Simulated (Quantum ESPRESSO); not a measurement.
# Collinear magnetic orders of MnSi15 (Si32 Mn2 d5p43) with Quantum ESPRESSO

Does MnSi15 (Si32 Mn2 d5p43) prefer parallel or opposed moments?

Method: PBE; plane waves with GBRV 1.5 PBE potentials, no spin-orbit coupling, in Quantum ESPRESSO 7.5.

## (1) Starting point

Symmetry: P-42m, No. 111, tetragonal system. The conventional cell has a = 5.431 Å, b = 5.431 Å, c = 10.862 Å, α = 90.00°, β = 90.00°, γ = 90.00°. Nearest to Mn lie 4 Si at 2.35 Å. Nearest to Si lie 1 Mn at 2.35 Å and 3 Si at 2.35 Å. Nearest to Si lie 4 Si at 2.35 Å. Nearest to Si lie 4 Si at 2.35 Å. substitutional dopants on the host's measured lattice, atoms not relaxed. Farther neighbours are not listed.

The cell was typed by rule, not taken from a database of measured structures.

## (2) Start 1: ferro ++

The signs are those of the starting moments on the seeded atoms, the atoms that are given a moment.

pw.in reads:

```
&CONTROL
  calculation = 'scf'
  prefix = 'pwscf'
  outdir = './tmp'
  pseudo_dir = './pseudo'
  disk_io = 'nowf'
/
&SYSTEM
  ibrav = 0
  celldm(1) = 8
  nat = 32
  ntyp = 2
  ecutwfc = 40
  ecutrho = 280
  nbnd = 107
  occupations = 'smearing'
  smearing = 'fd'
  degauss = 0.00367493
  nspin = 2
  starting_magnetization(1) = 0.3
  starting_magnetization(2) = 0
/
&ELECTRONS
  conv_thr = 6.4d-08
  electron_maxstep = 150
  mixing_beta = 0.3
/
ATOMIC_SPECIES
Mn     54.9380 mn_pbe_v1.5.uspp.F.UPF
Si     28.0850 si_pbe_v1.uspp.F.UPF
CELL_PARAMETERS alat
   2.5657756457106    0.0000000000000    0.0000000000000
   0.0000000000000    2.5657756457106    0.0000000000000
   0.0000000000000    0.0000000000000    1.2828878228553
ATOMIC_POSITIONS crystal
Mn      0.0000000000    0.0000000000    0.0000000000
Si      0.1250000000    0.1250000000    0.2500000000
Si      0.0000000000    0.2500000000    0.5000000000
Si      0.1250000000    0.3750000000    0.7500000000
Si      0.2500000000    0.0000000000    0.5000000000
Si      0.3750000000    0.1250000000    0.7500000000
Si      0.2500000000    0.2500000000    0.0000000000
Si      0.3750000000    0.3750000000    0.2500000000
Mn      0.0000000000    0.5000000000    0.0000000000
Si      0.1250000000    0.6250000000    0.2500000000
Si      0.0000000000    0.7500000000    0.5000000000
Si      0.1250000000    0.8750000000    0.7500000000
Si      0.2500000000    0.5000000000    0.5000000000
Si      0.3750000000    0.6250000000    0.7500000000
Si      0.2500000000    0.7500000000    0.0000000000
Si      0.3750000000    0.8750000000    0.2500000000
Si      0.5000000000    0.0000000000    0.0000000000
Si      0.6250000000    0.1250000000    0.2500000000
Si      0.5000000000    0.2500000000    0.5000000000
Si      0.6250000000    0.3750000000    0.7500000000
Si      0.7500000000    0.0000000000    0.5000000000
Si      0.8750000000    0.1250000000    0.7500000000
Si      0.7500000000    0.2500000000    0.0000000000
Si      0.8750000000    0.3750000000    0.2500000000
Si      0.5000000000    0.5000000000    0.0000000000
Si      0.6250000000    0.6250000000    0.2500000000
Si      0.5000000000    0.7500000000    0.5000000000
Si      0.6250000000    0.8750000000    0.7500000000
Si      0.7500000000    0.5000000000    0.5000000000
Si      0.8750000000    0.6250000000    0.7500000000
Si      0.7500000000    0.7500000000    0.0000000000
Si      0.8750000000    0.8750000000    0.2500000000
K_POINTS automatic
3 3 5 0 0 0
```

The run is started by

```sh
OMP_NUM_THREADS=1 mpirun -n 4 pw.x -nk 4 -in pw.in > pw.out
```

Output:

```text
Program PWSCF v.7.5 starts

     Found identity + (  0.0000 -0.5000  0.0000) symmetry
     This is a supercell, fractional translations are disabled
     Message from routine setup:
     using ibrav=0 with symmetry is DISCOURAGED, use correct ibrav instead

     K-points division:     npool     =       4
     Subspace diagonalization in iterative solution of the eigenvalue problem:

     G-vector sticks info
     --------------------
     sticks:   dense  smooth     PW     G-vecs:    dense   smooth      PW
     Sum        9393    5377   1473               342127   147905   21125

     Using Slab Decomposition

     bravais-lattice index     =            0
     lattice parameter (alat)  =       8.0000  a.u.
     unit-cell volume          =    4324.1027 (a.u.)^3
     number of atoms/cell      =           32
     number of atomic types    =            2
     number of electrons       =       150.00
     number of Kohn-Sham states=          107
     kinetic-energy cutoff     =      40.0000  Ry
     charge density cutoff     =     280.0000  Ry
     scf convergence threshold =      6.4E-08
     mixing beta               =       0.3000
     number of iterations used =            8  plain     mixing
     Exchange-correlation= SLA  PW   PBE  PBE
                           (   1   4   3   4   0   0   0)

     celldm(1)=   8.000000  celldm(2)=   0.000000  celldm(3)=   0.000000
     celldm(4)=   0.000000  celldm(5)=   0.000000  celldm(6)=   0.000000

     crystal axes: (cart. coord. in units of alat)
               a(1) = (   2.565776   0.000000   0.000000 )
               a(2) = (   0.000000   2.565776   0.000000 )
               a(3) = (   0.000000   0.000000   1.282888 )

     reciprocal axes: (cart. coord. in units 2 pi/alat)
               b(1) = (  0.389746  0.000000  0.000000 )
               b(2) = (  0.000000  0.389746  0.000000 )
               b(3) = (  0.000000  0.000000  0.779491 )

     PseudoPot. # 1 for Mn read from file:
     mn_pbe_v1.5.uspp.F.UPF
     Pseudo is Ultrasoft + core correction, Zval = 15.0
     Generated by new atomic code, or converted to UPF format
     Using radial grid of  859 points,  6 beta functions with:
                l(1) =   0
                l(2) =   0
                l(3) =   1
                l(4) =   1
                l(5) =   2
                l(6) =   2
     Q(r) pseudized with  8 coefficients,  rinner =    0.950   0.950   0.950
                                                       0.950   0.950

     PseudoPot. # 2 for Si read from file:
     si_pbe_v1.uspp.F.UPF
     Pseudo is Ultrasoft + core correction, Zval =  4.0
     Generated by new atomic code, or converted to UPF format
     Using radial grid of  899 points,  6 beta functions with:
                l(1) =   0
                l(2) =   0
                l(3) =   1
                l(4) =   1
                l(5) =   2
                l(6) =   2
     Q(r) pseudized with  8 coefficients,  rinner =    0.900   0.900   0.900
                                                       0.900   0.900

     atomic species   valence    mass     pseudopotential
     Mn               15.00    54.93800     Mn( 1.00)
     Si                4.00    28.08500     Si( 1.00)

     Starting magnetic structure
     atomic species   magnetization
     Mn              0.300
     Si              0.000

      4 Sym. Ops. (no inversion) found

   Cartesian axes

     site n.     atom                  positions (alat units)
         1        Mn     tau(   1) = (   0.0000000   0.0000000   0.0000000  )
         2        Si     tau(   2) = (   0.3207220   0.3207220   0.3207220  )
         3        Si     tau(   3) = (   0.0000000   0.6414439   0.6414439  )
         4        Si     tau(   4) = (   0.3207220   0.9621659   0.9621659  )
         5        Si     tau(   5) = (   0.6414439   0.0000000   0.6414439  )
         6        Si     tau(   6) = (   0.9621659   0.3207220   0.9621659  )
         7        Si     tau(   7) = (   0.6414439   0.6414439   0.0000000  )
         8        Si     tau(   8) = (   0.9621659   0.9621659   0.3207220  )
         9        Mn     tau(   9) = (   0.0000000   1.2828878   0.0000000  )
        10        Si     tau(  10) = (   0.3207220   1.6036098   0.3207220  )
        11        Si     tau(  11) = (   0.0000000   1.9243317   0.6414439  )
        12        Si     tau(  12) = (   0.3207220   2.2450537   0.9621659  )
        13        Si     tau(  13) = (   0.6414439   1.2828878   0.6414439  )
        14        Si     tau(  14) = (   0.9621659   1.6036098   0.9621659  )
        15        Si     tau(  15) = (   0.6414439   1.9243317   0.0000000  )
        16        Si     tau(  16) = (   0.9621659   2.2450537   0.3207220  )
        17        Si     tau(  17) = (   1.2828878   0.0000000   0.0000000  )
        18        Si     tau(  18) = (   1.6036098   0.3207220   0.3207220  )
        19        Si     tau(  19) = (   1.2828878   0.6414439   0.6414439  )
        20        Si     tau(  20) = (   1.6036098   0.9621659   0.9621659  )
        21        Si     tau(  21) = (   1.9243317   0.0000000   0.6414439  )
        22        Si     tau(  22) = (   2.2450537   0.3207220   0.9621659  )
        23        Si     tau(  23) = (   1.9243317   0.6414439   0.0000000  )
        24        Si     tau(  24) = (   2.2450537   0.9621659   0.3207220  )
        25        Si     tau(  25) = (   1.2828878   1.2828878   0.0000000  )
        26        Si     tau(  26) = (   1.6036098   1.6036098   0.3207220  )
        27        Si     tau(  27) = (   1.2828878   1.9243317   0.6414439  )
        28        Si     tau(  28) = (   1.6036098   2.2450537   0.9621659  )
        29        Si     tau(  29) = (   1.9243317   1.2828878   0.6414439  )
        30        Si     tau(  30) = (   2.2450537   1.6036098   0.9621659  )
        31        Si     tau(  31) = (   1.9243317   1.9243317   0.0000000  )
        32        Si     tau(  32) = (   2.2450537   2.2450537   0.3207220  )

     number of k points=    12  Fermi-Dirac smearing, width (Ry)=  0.0037
                       cart. coord. in units 2pi/alat
        k(    1) = (   0.0000000   0.0000000   0.0000000), wk =   0.0222222
        k(    2) = (   0.0000000   0.0000000   0.1558983), wk =   0.0444444
        k(    3) = (   0.0000000   0.0000000   0.3117966), wk =   0.0444444
        k(    4) = (   0.0000000   0.1299152   0.0000000), wk =   0.0444444
        k(    5) = (   0.0000000   0.1299152   0.1558983), wk =   0.0888889
        [... 7 further k-points ...]

     Dense  grid:   342127 G-vectors     FFT dimensions: ( 120, 120,  60)

     Smooth grid:   147905 G-vectors     FFT dimensions: (  90,  90,  45)

     Check: negative core charge=   -0.000006
     Generating pointlists ...
     new r_m :   0.2291 (alat units)  1.8332 (a.u.) for type    1
     new r_m :   0.2291 (alat units)  1.8332 (a.u.) for type    2

     Initial potential from superposition of free atoms

     starting charge     148.9797, renormalised to     150.0000
     Starting wfcs are  146 randomized atomic wfcs

     Self-consistent Calculation

     iteration #  1     ecut=    40.00 Ry     beta= 0.30
     Davidson diagonalization with overlap
     ethr =  1.00E-02,  avg # of iterations =  3.3

     total energy              =    -708.33829711 Ry
     estimated scf accuracy    <       4.73905249 Ry

     total magnetization       =     5.77 Bohr mag/cell
     absolute magnetization    =     7.12 Bohr mag/cell

     iteration #  2     ecut=    40.00 Ry     beta= 0.30
     Davidson diagonalization with overlap
     ethr =  3.16E-03,  avg # of iterations =  4.3

     total energy              =    -706.26709390 Ry
     estimated scf accuracy    <      56.11469077 Ry

     total magnetization       =     1.13 Bohr mag/cell
     absolute magnetization    =     1.84 Bohr mag/cell

     iteration #  3     ecut=    40.00 Ry     beta= 0.30
     Davidson diagonalization with overlap
     ethr =  3.16E-03,  avg # of iterations =  4.5

     total energy              =    -709.92494519 Ry
     estimated scf accuracy    <       0.95707593 Ry

     total magnetization       =     5.09 Bohr mag/cell
     absolute magnetization    =     6.66 Bohr mag/cell

     [... further iterations left out ...]

     iteration # 14     ecut=    40.00 Ry     beta= 0.30
     Davidson diagonalization with overlap
     ethr =  8.78E-10,  avg # of iterations =  2.8

     total energy              =    -710.00271182 Ry
     estimated scf accuracy    <       0.00000055 Ry

     total magnetization       =     5.79 Bohr mag/cell
     absolute magnetization    =     7.40 Bohr mag/cell

     iteration # 15     ecut=    40.00 Ry     beta= 0.30
     Davidson diagonalization with overlap
     ethr =  3.68E-10,  avg # of iterations =  1.8

     total energy              =    -710.00271203 Ry
     estimated scf accuracy    <       0.00000007 Ry

     total magnetization       =     5.79 Bohr mag/cell
     absolute magnetization    =     7.40 Bohr mag/cell

     iteration # 16     ecut=    40.00 Ry     beta= 0.30
     Davidson diagonalization with overlap
     ethr =  4.35E-11,  avg # of iterations =  3.9

     total energy              =    -710.00271215 Ry
     estimated scf accuracy    <       0.00000007 Ry

     total magnetization       =     5.79 Bohr mag/cell
     absolute magnetization    =     7.40 Bohr mag/cell

     iteration # 17     ecut=    40.00 Ry     beta= 0.30
     Davidson diagonalization with overlap
     ethr =  4.35E-11,  avg # of iterations =  2.0

     Magnetic moment per site  (integrated on atomic sphere of radius R)
     atom   1 (R=0.229)  charge= 12.9939  magn=  2.7745
     atom   2 (R=0.229)  charge=  1.8329  magn= -0.0558
     atom   3 (R=0.229)  charge=  1.8088  magn=  0.0139
     atom   4 (R=0.229)  charge=  1.8329  magn= -0.0558
     atom   5 (R=0.229)  charge=  1.8175  magn=  0.0072
     atom   6 (R=0.229)  charge=  1.8219  magn= -0.0054
     atom   7 (R=0.229)  charge=  1.8175  magn=  0.0072
     atom   8 (R=0.229)  charge=  1.8219  magn= -0.0054
     atom   9 (R=0.229)  charge= 12.9940  magn=  2.7745
     atom  10 (R=0.229)  charge=  1.8329  magn= -0.0558
     atom  11 (R=0.229)  charge=  1.8088  magn=  0.0139
     atom  12 (R=0.229)  charge=  1.8329  magn= -0.0558
     atom  13 (R=0.229)  charge=  1.8175  magn=  0.0072
     atom  14 (R=0.229)  charge=  1.8219  magn= -0.0054
     atom  15 (R=0.229)  charge=  1.8175  magn=  0.0072
     atom  16 (R=0.229)  charge=  1.8219  magn= -0.0054
     atom  17 (R=0.229)  charge=  1.8256  magn=  0.0008
     atom  18 (R=0.229)  charge=  1.8219  magn= -0.0054
     atom  19 (R=0.229)  charge=  1.8237  magn= -0.0027
     atom  20 (R=0.229)  charge=  1.8219  magn= -0.0054
     atom  21 (R=0.229)  charge=  1.8175  magn=  0.0072
     atom  22 (R=0.229)  charge=  1.8329  magn= -0.0558
     atom  23 (R=0.229)  charge=  1.8175  magn=  0.0072
     atom  24 (R=0.229)  charge=  1.8329  magn= -0.0558
     atom  25 (R=0.229)  charge=  1.8256  magn=  0.0008
     atom  26 (R=0.229)  charge=  1.8219  magn= -0.0054
     atom  27 (R=0.229)  charge=  1.8237  magn= -0.0027
     atom  28 (R=0.229)  charge=  1.8219  magn= -0.0054
     atom  29 (R=0.229)  charge=  1.8175  magn=  0.0072
     atom  30 (R=0.229)  charge=  1.8329  magn= -0.0558
     atom  31 (R=0.229)  charge=  1.8175  magn=  0.0072
     atom  32 (R=0.229)  charge=  1.8329  magn= -0.0558

     End of self-consistent calculation

     [... lines left out ...]
     the Fermi energy is     6.4970 ev

!    total energy              =    -710.00271223 Ry
     estimated scf accuracy    <       0.00000002 Ry
     smearing contrib. (-TS)   =      -0.00367458 Ry
     internal energy E=F+TS    =    -709.99903765 Ry

     The total energy is F=E-TS. E is the sum of the following terms:
     one-electron contribution =    -367.99372066 Ry
     hartree contribution      =     243.94529302 Ry
     xc contribution           =    -182.25876935 Ry
     ewald contribution        =    -403.69184066 Ry

     total magnetization       =     5.79 Bohr mag/cell
     absolute magnetization    =     7.40 Bohr mag/cell

     convergence has been achieved in  17 iterations

=------------------------------------------------------------------------------=
   JOB DONE.
=------------------------------------------------------------------------------=
```

The job ended after 7.5 min (4 MPI ranks of AMD EPYC 9B14 (Zen 4), shared host; peak memory 3.5 GiB).

Spin moment in the atom's sphere by element, in μB:

```csv
element,atoms,mean,spread (r.m.s.),least,largest
Mn,2,2.77,0.00,2.77,2.77
Si,30,-0.01,0.03,-0.06,0.01
```

The atoms farthest from the mean of their element:

```csv
atom,"x, y, z (Å)",spin moment in the atom's sphere (μB)
Si2,"1.36, 1.36, 1.36",-0.06
Si4,"1.36, 4.07, 4.07",-0.06
Si12,"1.36, 9.50, 4.07",-0.06
Si10,"1.36, 6.79, 1.36",-0.06
Si32,"9.50, 9.50, 1.36",-0.06
Si30,"9.50, 6.79, 4.07",-0.06
Si22,"9.50, 1.36, 4.07",-0.06
Si24,"9.50, 4.07, 1.36",-0.06
```

Read from the output:

| Item | Value |
| --- | --- |
| smearing term TS | 0.05000 eV |
| magnetization | 5.79 μB |
| absolute magnetization | 7.401 μB |
| final state | ferromagnetic |

[end of part 1 of 2]

[Logs and program files are shortened in this print: banners, set-up blocks, solver, clock and traceback lines can be left out without a mark of their own.]

[Logs are printed without paths, hosts, clocks, repeated set-up lines and the standing remarks that a program may print on its own settings, such as how far it seeks lower states.]

[Hosts, paths, dates, database ids (printed as entryN), source tags and the programs' standing remarks are cut or masked in the printed files.]

[Where a cell is said to come from a database of computed structures, the database is the Materials Project.]
